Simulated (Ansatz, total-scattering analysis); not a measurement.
# CaSiO3: neutron weights and totals by hand

A simulated model of CaSiO3 at 2200 K, fixed volume (mean pressure -1.1 GPa), from ab initio molecular dynamics with Ansatz (PBE, plane waves, PAW set soft_1, Langevin thermostat, no spin, fixed volume). The average runs over 0.64 ps of 70 atoms, so shells between rare elements are rough. Mean temperature 2121 K, largest m.s.d. 1.62 Å², energy drift -20 meV an atom (last third less first, no steady trend), Langevin friction 10 ps⁻¹; the first quarter of the run is discarded. Preparation: last frame of a classical run of this cell, a melt, rescaled to the set density, then 0.3 ps at 2420 K with a cheaper basis and a friction of 10 ps⁻¹ (mean temperature of the first stage 2388 K), too short to forget the start in full. So short a stretch relaxes bonds and nearest shells but still remembers its start. It is a liquid as far as so short a run tells. Atom fractions Ca 0.2000, Si 0.2000, O 0.6000; masses Ca 40.078, Si 28.085, O 15.999 u; density 2.3460 g/cm³; coherent lengths Ca 4.7, Si 4.15071, O 5.8037 fm. Faber–Ziman partials at a few Q:

| Q (Å⁻¹) | S O–O | S Ca–O | S Si–O | S Ca–Si | S Ca–Ca | S Si–Si |
| --- | --- | --- | --- | --- | --- | --- |
| 2.90 | 1.706 | 1.682 | -0.458 | 0.218 | 0.262 | 0.834 |
| 4.90 | 1.212 | 0.765 | 1.679 | 0.766 | 0.965 | 1.121 |
| 5.10 | 1.308 | 0.887 | 1.550 | 0.779 | 1.012 | 0.864 |

The pair function g(SiO), r in Å, every 0.06 Å up to its first minimum: 1.41 0.03, 1.47 0.99, 1.53 4.99, 1.59 10.09, 1.65 13.11, 1.71 9.92, 1.77 5.87, 1.83 3.38, 1.89 1.69, 1.95 0.68, 2.01 0.33, 2.07 0.16, 2.13 0.10, 2.19 0.07, 2.25 0.08, 2.31 0.03, 2.37 0.02.

**Tasks.** (a) The number density. (b) The neutron weights. (c) The neutron S(Q) at the listed Q. (d) The number of O around Si.

(a) The mean mass is 0.2000×40.078 + 0.2000×28.085 + 0.6000×15.999 = 23.232 u, so ρ₀ = 2.3460/(23.232 × 1.66054) = 0.06081 Å⁻³.

(b) ⟨b⟩ = 0.2000×4.7 + 0.2000×4.15071 + 0.6000×5.8037 = 5.252 fm. The weight of a pair is ci cj bi bj (2 − δij)/⟨b⟩²: O–O 0.440, Ca–O 0.237, Si–O 0.210, Ca–Si 0.057, Ca–Ca 0.032, Si–Si 0.025; they sum to 1.000.

(c) S = 1 + Σ w (Sij − 1). At 2.90 Å⁻¹: 1 + 0.310 + 0.162 − 0.306 − 0.044 − 0.024 − 0.004 = 1.094; O–O pushes up most; Si–O pulls down most. At 4.90 Å⁻¹: 1 + 0.093 − 0.056 + 0.142 − 0.013 − 0.001 + 0.003 = 1.168; Si–O pushes up most; Ca–O pulls down most. At 5.10 Å⁻¹: 1 + 0.135 − 0.027 + 0.115 − 0.013 + 0.000 − 0.003 = 1.207; O–O pushes up most; Ca–O pulls down most.

(d) n = 4πρ₀ c(O) Σ r² g Δr. The sum Σ r² g over the listed points is 145.9 Å², so n = 4π × 0.06081 × 0.6000 × 145.9 × 0.06 = 4.01; counting pairs in the frames up to 2.42 Å gives 4.00. By balance, each O has n c(Si)/c(O) = 1.34 Si.
